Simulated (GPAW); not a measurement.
# SnSe (Fm-3m): the Sn K absorption edge, part 3 of 3

How does the Sn K edge of SnSe (Fm-3m) move when the bonds are compressed or stretched?

GPAW 26.7.0; X-ray absorption from dipole matrix elements to empty bands, plane-wave PAW LDA.

So far. Step 4 (Spectrum with FCH, Sn atom 1): The energy difference (zero at 29256 eV) isn't read as a photon energy: for so heavy an absorber the terms left out (the hole's spin, the functional's error) amount to tens of eV or more. Step 6 (Spectrum with FCH, Sn atom 1): The scaled spectrum changes by 2 % r.m.s. The highest intensity below 24 eV goes from 2.6 eV (1.42) to 2.8 eV (1.41).

**8. Spectrum with FCH, Sn atom 1**

Shorter bonds are expected to push antibonding states and scattering resonances up, and longer ones down; the cell is scaled to test that.

Changed against the first core-hole run: volume scale from 1 to 0.97.

The input, xas.py:

```python
import numpy as np
from ase import Atoms
from ase.parallel import parprint, paropen
from gpaw import GPAW, PW, FermiDirac, Mixer, MixerDif, setup_paths
from gpaw.test import gen
setup_paths.insert(0, '.')
gen('Sn', name='fch1s', xcname='LDA', corehole=(1, 0, 1), write_xml=True)
from gpaw.mpi import world
world.barrier()

atoms = Atoms('Sn4Se4',
    cell=[[0, -5.95918776, 0],
     [-5.95918776, 0, 0],
     [0, 0, -5.95918776]],
    scaled_positions=[[0, 0, 0],
     [0.5, 0, 0.5],
     [0, 0.5, 0.5],
     [0.5, 0.5, 0],
     [0.5, 0.5, 0.5],
     [0, 0.5, 0],
     [0.5, 0, 0],
     [0, 0, 0.5]],
    pbc=True)
atoms.calc = calc = GPAW(legacy_gpaw=True, mode=PW(430, force_complex_dtype=True), xc='LDA', setups={0: 'fch1s'},
    kpts={'size': (3, 3, 3), 'gamma': True}, occupations=FermiDirac(0.02),
    charge=0, mixer=Mixer(0.1, 5, 50), maxiter=150,
    convergence={'density': 0.0001, 'eigenstates': 1e-6}, txt='scf.txt')
energy = atoms.get_potential_energy() + calc.get_reference_energy()
ef = calc.get_fermi_level()
out = dict(energy=energy, fermi=ef, forces=atoms.get_forces().tolist())
parprint(f'all-electron energy {energy:.4f} eV, Fermi level {ef:.4f} eV')
ev = np.array([[calc.get_eigenvalues(k, s) for k in range(len(calc.get_ibz_k_points()))] for s in range(calc.get_number_of_spins())])
out['homo'], out['lumo'], out['counts'] = ev[ev < ef].max(), ev[ev > ef].min(), sorted(set((ev < ef).sum((0, 2)).tolist()))
out['filled'] = (ev[:, 0] < ef).sum(1).tolist()

from ase.units import Ha
from gpaw.xas import dipole_matrix_elements
nb = int(calc.get_number_of_electrons() / 2) + 129
top, nb = nb, nb + 8 + nb // 12
nscf = calc.fixed_density(kpts={'size': (4, 4, 4), 'gamma': True}, nbands=nb,
    convergence={'bands': top, 'eigenstates': 5e-3}, maxiter=60, txt='nscf.txt')
cell = atoms.cell.array
ops = [cell.T @ U.T @ np.linalg.inv(cell.T) for U in nscf.wfs.kd.symmetry.op_scc]
filled = [40]  # bands filled in the ground state, by spin
E = np.arange(-6, 34, 0.1)
fwhm = np.interp(E, [4, 25], [8.49, 8.49])
Y, X, zero, highest = 0, 0, 1e9, 1e9
for spin in range(nscf.get_number_of_spins()):
    wfs = nscf.wfs
    mine = wfs.bd.get_slice()  # this rank's bands
    A = dipole_matrix_elements(wfs.setups[0])
    eps = np.zeros((wfs.kd.nibzkpts, nb))
    d = np.zeros((3, A.shape[1], wfs.kd.nibzkpts, nb), complex)
    for kpt in wfs.kpt_u:
        if kpt.s == spin and 0 in kpt.P_ani:
            eps[kpt.k, mine] = kpt.eps_n * Ha
            d[:, :, kpt.k, mine] = (kpt.weight * wfs.nspins / 2) ** 0.5 * np.inner(A, kpt.P_ani[0])
    world.sum(eps)
    world.sum(d)
    T = np.einsum('amkn,bmkn->abkn', d, d.conj()).real
    T = sum(np.einsum('ai,ijkn,bj->abkn', R, T, R) for R in ops) / len(ops)
    empty = np.ones_like(eps, bool) & (np.arange(nb) >= filled[spin])
    zero, highest = min(zero, eps[empty].min()), min(highest, eps[:, top - 1].min())
    lines = [(eps, T, empty)] if spin == 0 else lines + [(eps, T, empty)]
for eps, T, empty in lines:
    f = np.einsum('aakn->akn', T).reshape(3, -1)
    x = eps.ravel() - zero
    w = np.interp(x, E, fwhm) / 2.35482
    g = np.exp(-0.5 * ((E[:, None] - x) / w) ** 2) / (w * (2 * np.pi) ** 0.5)
    Y = Y + (f * empty.ravel()) @ g.T
    X = X + (f * ~empty.ravel()) @ g.T
out.update(E=E.round(2).tolist(), xas=Y.tolist(), xes=X.tolist(), zero=zero, valid=highest - zero, nk=len(eps), nb=nb)
for i in range(0, len(E), 10):
    parprint(f'{E[i]:7.2f}', *(f'{v:10.3e}' for v in Y[:, i]))
import json
with paropen('out.json', 'w') as f:
    json.dump(out, f)
```

Started as:

```console
> OMP_NUM_THREADS=1 mpirun -n 4 gpaw python xas.py
```

Numbers of over 12 decimals in the logs are rounded to 6 here.

What it wrote:

```text
Input parameters:
  convergence: {density: 0.0001,
                eigenstates: 1e-06}
  kpts: {gamma: True,
         size: (3, 3, 3)}
  maxiter: 150
  mixer: {backend: pulay,
          beta: 0.1,
          method: separate,
          nmaxold: 5,
          weight: 50}
  mode: {ecut: 430.0,
         force_complex_dtype: True,
         name: pw}
  occupations: {fixmagmom: False,
                name: fermi-dirac,
[...]
*d    :    -0.556882
--------------------------------

Diagonalizing with gridspacing h=0.050

state   all-electron     PAW
-------------------------------
5s:      -0.761474    -0.762236
5p:      -0.450294    -0.451667
4d:      -1.556882    -1.557625
*f:                   -0.025424
-------------------------------
all-electron energy -906319.7295 eV, Fermi level 6.0894 eV
[...]
32.00  1.409e-08  1.409e-08  1.409e-08
  33.00  1.380e-08  1.380e-08  1.380e-08
[key lines of the parts left out:]
Converged after 13 iterations.
Dipole moment: (0.000000, 0.000000, 0.000000) |e|*Ang
Free energy:    -53.205429
Fermi level: 6.08937
```

Wall time 78 s (4 MPI ranks of Arm Neoverse N1, shared host); peak memory 0.29 GiB; 5.2 min of CPU time.

```tsv
E (eV)	first run	this run
-2.0	0.75	0.74
-1.0	0.97	0.96
0.0	1.17	1.16
1.0	1.32	1.31
2.0	1.40	1.40
3.0	1.41	1.41
4.0	1.34	1.35
5.0	1.23	1.24
6.0	1.10	1.11
7.0	0.98	0.99
8.0	0.89	0.90
9.0	0.83	0.84
10.0	0.81	0.81
11.0	0.81	0.81
12.0	0.82	0.82
13.0	0.83	0.83
14.0	0.85	0.84
15.0	0.85	0.85
16.0	0.86	0.86
17.0	0.86	0.86
18.0	0.87	0.86
19.0	0.88	0.87
20.0	0.90	0.89
21.0	0.93	0.91
22.0	0.96	0.95
23.0	0.99	0.98
24.0	1.01	1.01
25.0	1.02	1.02
26.0	1.01	1.02
27.0	0.98	1.00
28.0	0.95	0.97
29.0	0.92	0.93
30.0	0.89	0.90
31.0	0.87	0.87
32.0	0.85	0.85
```

Against the first run the r.m.s. difference is 1 %. The highest intensity below 24 eV stays at 2.6 eV.

The photon energy of the zero moves by +0.01 eV.

**9. Reference energy of the supercell**

The cell changes for the next run, so it gets a reference energy of its own.

The cell differs from the one that the last finished run ended in (a 5.959 → 6.080 Å, b 5.959 → 6.080 Å, c 5.959 → 6.080 Å).

The input, scf.py:

```python
import numpy as np
from ase import Atoms
from ase.parallel import parprint, paropen
from gpaw import GPAW, PW, FermiDirac, Mixer, MixerDif, setup_paths
from gpaw.test import gen
setup_paths.insert(0, '.')
gen('Sn', name='nch1s', xcname='LDA', corehole=(1, 0, 0), write_xml=True)
from gpaw.mpi import world
world.barrier()

atoms = Atoms('Sn4Se4',
    cell=[[0, -6.07960784, 0],
     [-6.07960784, 0, 0],
     [0, 0, -6.07960784]],
    scaled_positions=[[0, 0, 0],
     [0.5, 0, 0.5],
     [0, 0.5, 0.5],
     [0.5, 0.5, 0],
     [0.5, 0.5, 0.5],
     [0, 0.5, 0],
     [0.5, 0, 0],
     [0, 0, 0.5]],
    pbc=True)
atoms.calc = calc = GPAW(legacy_gpaw=True, mode=PW(430, force_complex_dtype=True), xc='LDA', setups={0: 'nch1s'},
    kpts={'size': (3, 3, 3), 'gamma': True}, occupations=FermiDirac(0.02),
    charge=0, mixer=Mixer(0.1, 5, 50), maxiter=150,
    convergence={'density': 0.0001, 'eigenstates': 1e-6}, txt='scf.txt')
energy = atoms.get_potential_energy() + calc.get_reference_energy()
ef = calc.get_fermi_level()
out = dict(energy=energy, fermi=ef, forces=atoms.get_forces().tolist())
parprint(f'all-electron energy {energy:.4f} eV, Fermi level {ef:.4f} eV')
ev = np.array([[calc.get_eigenvalues(k, s) for k in range(len(calc.get_ibz_k_points()))] for s in range(calc.get_number_of_spins())])
out['homo'], out['lumo'], out['counts'] = ev[ev < ef].max(), ev[ev > ef].min(), sorted(set((ev < ef).sum((0, 2)).tolist()))
out['filled'] = (ev[:, 0] < ef).sum(1).tolist()
import json
with paropen('out.json', 'w') as f:
    json.dump(out, f)
```

Started as:

```console
> OMP_NUM_THREADS=1 mpirun -n 4 gpaw python scf.py
```

What it wrote:

```text
Input parameters:
  convergence: {density: 0.0001,
                eigenstates: 1e-06}
  kpts: {gamma: True,
         size: (3, 3, 3)}
  maxiter: 150
  mixer: {backend: pulay,
          beta: 0.1,
          method: separate,
          nmaxold: 5,
          weight: 50}
  mode: {ecut: 430.0,
         force_complex_dtype: True,
         name: pw}
  occupations: {fixmagmom: False,
                name: fermi-dirac,
[...]
*s    :     0.603157
5p(2) :    -0.142200     1.024228
*p    :     0.857800
4d(10):    -0.952163     0.215312
*d    :     0.047837
--------------------------------

Diagonalizing with gridspacing h=0.050

state   all-electron     PAW
-------------------------------
5s:      -0.396843    -0.397377
5p:      -0.142200    -0.142842
4d:      -0.952163    -0.953074
*f:                    0.066259
-------------------------------
all-electron energy -935569.9009 eV, Fermi level 5.6347 eV
[key lines of the parts left out:]
Converged after 9 iterations.
Dipole moment: (-0.000000, -0.000000, -0.000000) |e|*Ang
Free energy:    -38.859141
Fermi level: 5.63465
```

Run time: 12 s. Hardware: 4 MPI ranks; peak memory 0.23 GiB.

Reference energy: -935569.901 eV with the cores included.

**10. Spectrum with FCH, Sn atom 1**

Shorter bonds are expected to push antibonding states and scattering resonances up, and longer ones down; the cell is scaled to test that.

Changed against the first core-hole run: volume scale from 1 to 1.03.

xas.py, as its differences from that of step 8:

```diff
@@ -11,5 +11,5 @@
 atoms = Atoms('Sn4Se4',
-    cell=[[0, -5.95918776, 0],
-     [-5.95918776, 0, 0],
-     [0, 0, -5.95918776]],
+    cell=[[0, -6.07960784, 0],
+     [-6.07960784, 0, 0],
+     [0, 0, -6.07960784]],
     scaled_positions=[[0, 0, 0],
@@ -37,3 +37,3 @@
 from gpaw.xas import dipole_matrix_elements
-nb = int(calc.get_number_of_electrons() / 2) + 129
+nb = int(calc.get_number_of_electrons() / 2) + 136
 top, nb = nb, nb + 8 + nb // 12
```

Started as:

```console
> OMP_NUM_THREADS=1 mpirun -n 4 gpaw python xas.py
```

What it wrote:

```text
Input parameters:
  convergence: {density: 0.0001,
                eigenstates: 1e-06}
  kpts: {gamma: True,
         size: (3, 3, 3)}
  maxiter: 150
  mixer: {backend: pulay,
          beta: 0.1,
          method: separate,
          nmaxold: 5,
          weight: 50}
  mode: {ecut: 430.0,
         force_complex_dtype: True,
         name: pw}
  occupations: {fixmagmom: False,
                name: fermi-dirac,
[...]
*d    :    -0.556882
--------------------------------

Diagonalizing with gridspacing h=0.050

state   all-electron     PAW
-------------------------------
5s:      -0.761474    -0.762236
5p:      -0.450294    -0.451667
4d:      -1.556882    -1.557625
*f:                   -0.025424
-------------------------------
all-electron energy -906318.6898 eV, Fermi level 5.3308 eV
[...]
32.00  1.417e-08  1.417e-08  1.417e-08
  33.00  1.402e-08  1.402e-08  1.402e-08
[key lines of the parts left out:]
Converged after 14 iterations.
Dipole moment: (-0.000000, -0.000000, -0.000000) |e|*Ang
Free energy:    -52.165696
Fermi level: 5.33085
```

The job ended after 85 s (4 MPI ranks; peak memory 0.3 GiB; 5.7 min of CPU time).

```tsv
E (eV)	first run	this run
-2.0	0.75	0.77
-1.0	0.97	0.99
0.0	1.17	1.18
1.0	1.32	1.33
2.0	1.40	1.41
3.0	1.41	1.41
4.0	1.34	1.33
5.0	1.23	1.22
6.0	1.10	1.09
7.0	0.98	0.97
8.0	0.89	0.88
9.0	0.83	0.83
10.0	0.81	0.81
11.0	0.81	0.81
12.0	0.82	0.82
13.0	0.83	0.83
14.0	0.85	0.85
15.0	0.85	0.86
16.0	0.86	0.87
17.0	0.86	0.87
18.0	0.87	0.88
19.0	0.88	0.90
20.0	0.90	0.92
21.0	0.93	0.95
22.0	0.96	0.98
23.0	0.99	1.00
24.0	1.01	1.02
25.0	1.02	1.01
26.0	1.01	1.00
27.0	0.98	0.97
28.0	0.95	0.94
29.0	0.92	0.90
30.0	0.89	0.88
31.0	0.87	0.87
32.0	0.85	0.86
```

Against the first run the r.m.s. difference is 1 %. The highest intensity below 24 eV goes from 2.6 eV (1.42) to 2.4 eV (1.42).

The photon energy of the zero moves by -0.01 eV.

**11. Reference energy of the supercell**

The cell changes for the next run, so it gets a reference energy of its own.

The cell differs from the one that the last finished run ended in (a 6.080 → 6.138 Å, b 6.080 → 6.138 Å, c 6.080 → 6.138 Å).

scf.py, as its differences from that of step 9:

```diff
@@ -11,5 +11,5 @@
 atoms = Atoms('Sn4Se4',
-    cell=[[0, -6.07960784, 0],
-     [-6.07960784, 0, 0],
-     [0, 0, -6.07960784]],
+    cell=[[0, -6.13806919, 0],
+     [-6.13806919, 0, 0],
+     [0, 0, -6.13806919]],
     scaled_positions=[[0, 0, 0],
```

Started as:

```console
> OMP_NUM_THREADS=1 mpirun -n 4 gpaw python scf.py
```

What it wrote:

```text
Input parameters:
  convergence: {density: 0.0001,
                eigenstates: 1e-06}
  kpts: {gamma: True,
         size: (3, 3, 3)}
  maxiter: 150
  mixer: {backend: pulay,
          beta: 0.1,
          method: separate,
          nmaxold: 5,
          weight: 50}
  mode: {ecut: 430.0,
         force_complex_dtype: True,
         name: pw}
  occupations: {fixmagmom: False,
                name: fermi-dirac,
[...]
*s    :     0.603157
5p(2) :    -0.142200     1.024228
*p    :     0.857800
4d(10):    -0.952163     0.215312
*d    :     0.047837
--------------------------------

Diagonalizing with gridspacing h=0.050

state   all-electron     PAW
-------------------------------
5s:      -0.396843    -0.397377
5p:      -0.142200    -0.142842
4d:      -0.952163    -0.953074
*f:                    0.066259
-------------------------------
all-electron energy -935569.6674 eV, Fermi level 5.2771 eV
[key lines of the parts left out:]
Converged after 9 iterations.
Dipole moment: (-0.000000, -0.000000, -0.000000) |e|*Ang
Free energy:    -38.625622
Fermi level: 5.27709
```

The job ended after 12 s (4 MPI ranks; peak memory 0.23 GiB).

Reference energy: -935569.667 eV with the cores included.

**12. Spectrum with FCH, Sn atom 1**

Shorter bonds are expected to push antibonding states and scattering resonances up, and longer ones down; the cell is scaled to test that.

Changed against the first core-hole run: volume scale from 1 to 1.06.

xas.py, as its differences from that of step 10:

```diff
@@ -11,5 +11,5 @@
 atoms = Atoms('Sn4Se4',
-    cell=[[0, -6.07960784, 0],
-     [-6.07960784, 0, 0],
-     [0, 0, -6.07960784]],
+    cell=[[0, -6.13806919, 0],
+     [-6.13806919, 0, 0],
+     [0, 0, -6.13806919]],
     scaled_positions=[[0, 0, 0],
@@ -37,3 +37,3 @@
 from gpaw.xas import dipole_matrix_elements
-nb = int(calc.get_number_of_electrons() / 2) + 136
+nb = int(calc.get_number_of_electrons() / 2) + 140
 top, nb = nb, nb + 8 + nb // 12
```

Started as:

```console
> OMP_NUM_THREADS=1 mpirun -n 4 gpaw python xas.py
```

What it wrote:

```text
Input parameters:
  convergence: {density: 0.0001,
                eigenstates: 1e-06}
  kpts: {gamma: True,
         size: (3, 3, 3)}
  maxiter: 150
  mixer: {backend: pulay,
          beta: 0.1,
          method: separate,
          nmaxold: 5,
          weight: 50}
  mode: {ecut: 430.0,
         force_complex_dtype: True,
         name: pw}
  occupations: {fixmagmom: False,
                name: fermi-dirac,
[...]
*d    :    -0.556882
--------------------------------

Diagonalizing with gridspacing h=0.050

state   all-electron     PAW
-------------------------------
5s:      -0.761474    -0.762236
5p:      -0.450294    -0.451667
4d:      -1.556882    -1.557625
*f:                   -0.025424
-------------------------------
all-electron energy -906318.1192 eV, Fermi level 4.9869 eV
[...]
32.00  1.420e-08  1.420e-08  1.420e-08
  33.00  1.408e-08  1.408e-08  1.408e-08
[key lines of the parts left out:]
Converged after 15 iterations.
Dipole moment: (-0.000000, -0.000000, -0.000000) |e|*Ang
Free energy:    -51.595087
Fermi level: 4.98692
```

The job ended after 88 s (4 MPI ranks; peak memory 0.3 GiB).

```tsv
E (eV)	first run	this run
-2.0	0.75	0.78
-1.0	0.97	1.00
0.0	1.17	1.20
1.0	1.32	1.34
2.0	1.40	1.41
3.0	1.41	1.40
4.0	1.34	1.33
5.0	1.23	1.21
6.0	1.10	1.07
7.0	0.98	0.95
8.0	0.89	0.87
9.0	0.83	0.82
10.0	0.81	0.80
11.0	0.81	0.81
12.0	0.82	0.82
13.0	0.83	0.84
14.0	0.85	0.85
15.0	0.85	0.86
16.0	0.86	0.87
17.0	0.86	0.88
18.0	0.87	0.89
19.0	0.88	0.91
20.0	0.90	0.93
21.0	0.93	0.96
22.0	0.96	0.99
23.0	0.99	1.01
24.0	1.01	1.02
25.0	1.02	1.01
26.0	1.01	0.98
27.0	0.98	0.95
28.0	0.95	0.92
29.0	0.92	0.89
30.0	0.89	0.88
31.0	0.87	0.86
```

The scaled spectrum changes by 2 % r.m.s. The highest intensity below 24 eV goes from 2.6 eV (1.42) to 2.4 eV (1.42).

The photon energy of the zero moves by -0.01 eV.

**13. The volumes side by side**

```tsv
volume	nearest distance (Å)	shift of the zero (eV)	maximum 1 (eV above own zero)	maximum 2 (eV above own zero)
0.94	2.949	+0.03	2.8	25.8
0.97	2.980	+0.01	2.6	25.4
1	3.010	+0.00	2.6	24.8
1.03	3.040	-0.01	2.4	24.4
1.06	3.069	-0.01	2.4	23.8
```

The curves, each shifted by its zero's change so that they share one photon-energy axis, counted from the zero at V × 1:

```tsv
E (eV)	V × 0.94	V × 0.97	V × 1	V × 1.03	V × 1.06
-2.0	0.72	0.74	0.75	0.77	0.78
-1.0	0.93	0.95	0.97	0.99	1.00
0.0	1.13	1.15	1.17	1.19	1.20
1.0	1.29	1.31	1.32	1.33	1.34
2.0	1.39	1.40	1.40	1.41	1.41
3.0	1.41	1.41	1.41	1.41	1.40
4.0	1.36	1.35	1.34	1.33	1.32
5.0	1.25	1.24	1.23	1.22	1.20
6.0	1.13	1.11	1.10	1.08	1.07
7.0	1.01	1.00	0.98	0.97	0.95
8.0	0.92	0.90	0.89	0.88	0.87
9.0	0.85	0.84	0.83	0.83	0.82
10.0	0.82	0.82	0.81	0.81	0.80
11.0	0.81	0.81	0.81	0.81	0.81
12.0	0.82	0.82	0.82	0.82	0.82
13.0	0.83	0.83	0.83	0.83	0.84
14.0	0.84	0.84	0.85	0.85	0.85
15.0	0.85	0.85	0.85	0.86	0.86
16.0	0.85	0.86	0.86	0.87	0.87
17.0	0.85	0.86	0.86	0.87	0.88
18.0	0.85	0.86	0.87	0.88	0.89
19.0	0.86	0.87	0.88	0.90	0.91
20.0	0.87	0.89	0.90	0.92	0.94
21.0	0.89	0.91	0.93	0.95	0.96
22.0	0.92	0.95	0.96	0.98	0.99
23.0	0.96	0.98	0.99	1.00	1.01
24.0	0.99	1.01	1.01	1.02	1.02
25.0	1.01	1.02	1.02	1.01	1.01
26.0	1.02	1.02	1.01	1.00	0.98
27.0	1.01	1.00	0.98	0.97	0.95
28.0	0.98	0.97	0.95	0.94	0.92
29.0	0.95	0.93	0.92	0.90	0.89
30.0	0.91	0.90	0.89	0.88	0.88
31.0	0.88	0.87	0.87	0.87	0.86
```

**14. Summary of results**

| Property | Result |
| --- | --- |
| absorber and edge | Sn K, atom 1 of the ground-state input (counted from 1) |
| surroundings | 6 Se at 3.01 Å (octahedral, site symmetry m-3m) |
| highest intensity below 24 eV | 2.6 eV above the zero, height 1.42 |

What this shows: From V × 0.94 to V × 1.06 the nearest distance grows by 0.120 Å and the zero moves by -0.04 eV. Above their own zero, the maxima move from 2.8 to 2.4 eV and from 25.8 to 23.8 eV. The one highest in energy moves most, in the direction that the rule ΔE·R² ≈ constant for scattering resonances gives. The Sn K edge of atom 1, with 6 Se at 3.01 Å (octahedral, site symmetry m-3m), has its highest intensity of the first 24 eV at 2.6 eV above the zero, 1.4 times the mean level of the first 20 eV (Gaussian full width 8.49 eV). The script folds with a Gaussian, whereas the core hole's own line is a Lorentzian, so the onset is too steep and the first peak too high. The gap reads 0.73 to 1.67 eV on different meshes, so it is partly a figure of the sampling, and the zero with it. The holes are only 6.0 Å apart, so the shape is probably not converged with cell size; no larger cell was run here. The structure is a published determination, not relaxed.

[Banner, clock and machine lines of the logs are left out without a mark of their own.]

[Logs are printed without paths, hosts, clocks, repeated set-up lines and the standing remarks that a program may print on its own settings, such as how far it seeks lower states.]

[Hosts, paths, dates, database ids (printed as entryN), source tags and the programs' standing remarks are cut or masked in the printed files.]

[Lists of maxima count a maximum above −3 eV only where it reaches 4 % of the highest in the window and stands out from its surroundings by 2 % of it (1.5 % where it reaches 55 %); shoulders and weaker maxima are passed over, and of the rest the first, up to two pre-edge ones and the few strongest are named.]
